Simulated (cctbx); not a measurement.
**Diagnosing a refinement**

Cell a = 8.2200 Å, b = 8.2200 Å, c = 13.0370 Å, α = 90.00°, β = 90.00°, γ = 90.00°; space group I4/mcm (no. 140).

The data are simulated with cctbx, not measured: synchrotron X-rays, λ = 0.7749 Å, to d = 0.84 Å, 80 % of the full sphere, strongest reflection 20000 counts, noise from counting, a 6 % proportional error and a noise floor of 15 counts (s.d.); no absorption.

An anisotropic refinement with weights 1/σ² prints:

```text
Rint 0.048, 66 unique reflections to 1.30 A
cycle     R1     wR2    GooF  max shift (A)
   1  0.0131  0.0334   1.308   0.00419
   2  0.0098  0.0227   0.888   0.00000
final R1 0.0098 wR2 0.0227 GooF 0.888  parameters 14  data/parameter 4.7
atom        x        y        z      Ueq    occ   su(xyz)  su(Uiso or U11)
Bi1    0.50000  0.50000  0.25000   0.0029  1.000  0.00000  0.0008
Ho1    0.33895  0.16105  0.14480   0.0049  1.000  0.00007  0.0007
Ho2    0.00000  0.00000  0.00000   0.0062  1.000  0.00000  0.0009
Ag1    0.13516  0.36484  0.00000   0.0034  1.000  0.00013  0.0009
difference map: max 0.50 min -0.46 rms 0.16
Q1    0.1886  0.3114  0.0602   16    0.51  1.00 A from Ag1
Q2    0.0000  0.0000  0.1954    8    0.46  0.71 A from Bi1
Q3    0.1517  0.3483  0.4387   16    0.34  1.09 A from Ho1
Q4    0.0000  0.5000  0.1839    8    0.33  1.94 A from Ho1
Q5    0.0833  0.4167  0.2708   16    0.29  1.42 A from Ho1
Q6    0.0291  0.1734  0.4368   32    0.23  1.66 A from Ho2
```

Q: Accept it or mend it, and why?

Mend it. The fault: data cut at low resolution. Against the right model at the same level, R1 goes from 0.0108 to 0.0098 and GooF from 0.89 to 0.89. The atoms are right, but there are too few data for the parameters: R1 flatters and the s.u.s grow. Data per parameter fall from 16.2 to 4.7.

The compound is Ho5Ag2Bi. The right model at the same level gives:

```text
Rint 0.050, 227 unique reflections to 0.84 A
cycle     R1     wR2    GooF  max shift (A)
   1  0.0202  0.0536   1.953   0.00117
   2  0.0108  0.0243   0.886   0.00000
final R1 0.0108 wR2 0.0243 GooF 0.886  parameters 14  data/parameter 16.2
atom        x        y        z      Ueq    occ   su(xyz)  su(Uiso or U11)
Bi1    0.50000  0.50000  0.25000   0.0048  1.000  0.00000  0.0002
Ho1    0.33894  0.16106  0.14489   0.0061  1.000  0.00002  0.0001
Ho2    0.00000  0.00000  0.00000   0.0078  1.000  0.00000  0.0002
Ag1    0.13542  0.36458  0.00000   0.0042  1.000  0.00005  0.0002
difference map: max 0.78 min -1.08 rms 0.24
Q1    0.0000  0.5000  0.1752    8    0.78  1.91 A from Ho1
Q2    0.0000  0.0000  0.2500    4    0.74  0.00 A from Bi1
Q3    0.0000  0.0000  0.1221    8    0.73  1.59 A from Ho2
Q4    0.1278  0.3722  0.4276   16    0.68  1.02 A from Ho1
Q5    0.1461  0.3539  0.0000    8    0.63  0.12 A from Ag1
Q6    0.1246  0.3754  0.5000    8    0.61  1.94 A from Ho1
```

This is a model crystal, built by substitution and not relaxed, with assumed displacement parameters.

[Middle refinement cycles are left out of these outputs.]

[Logs are printed without paths, hosts, clocks, repeated set-up lines and the standing remarks that a program may print on its own settings, such as how far it seeks lower states.]
